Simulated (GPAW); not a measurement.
## Energy mapping worked by hand: free-standing square Gd monolayer, spacing 3.42 A

Aim: get Heisenberg couplings of free-standing square Gd monolayer, spacing 3.42 A from the energies of collinear orders, with pencil and paper, and test them on an order left out of the fit.

Program: GPAW 26.7.0. Level of theory: PBE with U = 6 eV on Gd f; plane waves with GPAW's PAW setups, scalar-relativistic. Results are calculated unless marked as measured.

### 1. Starting point

The cell holds 1 atom: 1 Gd. Cell: a = 3.420 Å, b = 3.420 Å, c = 14.000 Å, α = 90.0°, β = 90.0°, γ = 90.0°. model lattice. Vacuum lies along c.

### 2. The parallel order

All energies count from this run. A Hubbard term is added for the open shell, at a value in common use.

File order1.py:

```python
import json
import numpy as np
from ase import Atoms
from ase.parallel import paropen, parprint
from gpaw import GPAW

atoms = Atoms(['Gd'],
    cell=[[3.42, 0.0, 0.0],
         [0.0, 3.42, 0.0],
         [0.0, 0.0, 14.0]],
    scaled_positions=[[0.0, 0.0, 0.5]],
    pbc=True,
    magmoms=[7.0])
atoms.calc = GPAW(mode={'name': 'pw', 'ecut': 700},
    xc='PBE',
    kpts={'size': (8, 8, 1), 'gamma': True},
    occupations={'name': 'fermi-dirac', 'width': 0.1},
    convergence={'density': 1e-05, 'energy': 1e-05},
    maxiter=200,
    setups={'Gd': ':f,6.0'},
    symmetry={'tolerance': 1e-4},
    txt='order1.txt')
e = atoms.get_potential_energy(force_consistent=True)
res = {'free_energy': e, 'energy_sigma0': atoms.get_potential_energy(), 'fermi_energy': atoms.calc.get_fermi_level()}
res['moments'] = atoms.get_magnetic_moments().tolist()
res['total'] = atoms.get_magnetic_moment()
parprint('site moments (muB):', np.round(res['moments'], 3))
parprint(f"total moment: {res['total']:.3f} muB")
parprint(f'free energy: {e:.6f} eV')
atoms.calc.write('order1.gpw')
n = atoms.calc.get_pseudo_density()
up, down = (atoms.calc.get_pseudo_density(spin=i) for i in (0, 1))
np.savez('grids.npz', density=n, spin=up - down)
with paropen('results.json', 'w') as f:
    json.dump(res, f)
```

Command:

```console
$ OMP_NUM_THREADS=1 python3 order1.py > order1.log
```

The log of the run:

```text
site moments (muB): [7.291]
total moment: 8.397 muB
free energy: -12.118366 eV

--- order1.txt ---
Input parameters:
  mode=PW(ecut=700),
  convergence={'density': 1e-05, 'energy': 1e-05},
  kpts=MonkhorstPack(size=(8, 8, 1), gamma=True),
  maxiter=200,
  occupations=Occupations(name='fermi-dirac', width=0.1),
  setups={'Gd': ':f,6.0'},
  symmetry=Symmetry(tolerance=0.0001),
  xc=XC(name='PBE')

[...]
|          5 |        -9.497 |     1.000 |        -0.271 |     0.006 |
[...]
|         14 |        -0.716 |     0.335 |         2.028 |     0.000 |
|         15 |         2.004 |     0.000 |         2.574 |     0.000 |
|         16 |         2.004 |     0.000 |         3.664 |     0.000 |
|        ... |               |           |               |           |
|         18 |         3.104 |     0.000 |         3.689 |     0.000 |

No gap
No difference between direct/indirect transitions


[key lines of the parts left out:]
Free energy:     -12.118366
Converged in 13 steps
dipole moment: (-19.136529, -19.136529, -0.000001)  # |e|*Ang
Fermi level: -0.785
```

Run time: 38 s. Hardware: 1 MPI rank of AMD EPYC 9R45, shared host; peak memory 0.33 GiB.

Spin moment in the augmentation sphere by atom:

```csv
atom,spin moment in the augmentation sphere (μB)
Gd1,7.29
```

Read from the output:

- magnetization: 8.397 μB
- final state: ferromagnetic

After 13 cycles the largest moment stands at 7.29 μB.

### 3. The orders used for the fit

The other orders were run with the same settings, on meshes that hold the same points. Free energies (smearing 0.1 eV, its entropy term included) are divided by the number of Gd atoms; q is in fractions of the reciprocal vectors of the first run's cell.

```csv
order,atoms,mesh,free energy (eV),eV per Gd,largest moment (μB)
F +,1,8×8×1,-12.1184,-12.1184,7.29
"AF q=(1/2,1/2,0) +-",2,4×8×1,-23.8879,-11.9439,7.07
```

### 4. Counting neighbours

With E = −Σ J e_i·e_j over ordered pairs of unit vectors, turning a neighbour from parallel to opposed costs 2J a Gd atom. So an order lies 2 Σ n J over the parallel one, n being the opposed neighbours in each shell.

```csv
shell,distance (Å),neighbours,"opposed in AF q=(1/2,1/2,0) +-","opposed in AF q=(0,1/2,0) +-"
J1,3.42,4,4,2
J2,4.84,4,0,4
```

Only J1 is kept.

### 5. Solving

```
2 × 4 × J1 = +174.43 meV    (AF q=(1/2,1/2,0) +-)
J1 = +21.80 meV
```

### 6. The test

The couplings now give the orders that were left out:

```
2 × 2 × (+21.80) = +87.20 meV    (AF q=(0,1/2,0) +-)
```

The runs themselves:

```csv
order,atoms,mesh,free energy (eV),eV per Gd,largest moment (μB),over the parallel order (meV),foretold (meV)
"AF q=(0,1/2,0) +-",2,8×4×1,-24.0811,-12.0405,7.22,+77.82,+87.20
```

### 7. Summary of results

- J1 (Gd–Gd at 3.42 Å): 21.8 meV
- largest miss on the orders left out: 9.4 meV

The model misses the order left out by 9.4 meV, 5.4 % of the span of the orders, so it holds on this test. The first dropped shell that the test feels is J2 at 4.84 Å. The site moments spread by 3.0 % over the orders. In a metal couplings reach far, and the mesh was not tested. The couplings are effective ones: further shells with opposed neighbours are folded into them or show in the miss. No mean-field temperature is given: it needs a model that holds, an unfrustrated order and couplings in all three dimensions. The f shell is half filled, so the spin-only picture is fair.

[Logs and program files are shortened in this print: banners, set-up blocks, solver, clock and traceback lines can be left out without a mark of their own.]

[Logs are printed without paths, hosts, clocks, repeated set-up lines and the standing remarks that a program may print on its own settings, such as how far it seeks lower states.]

[Hosts, paths, dates, database ids (printed as entryN), source tags and the programs' standing remarks are cut or masked in the printed files.]

[Where a cell is said to come from a database of computed structures, the database is the Materials Project.]
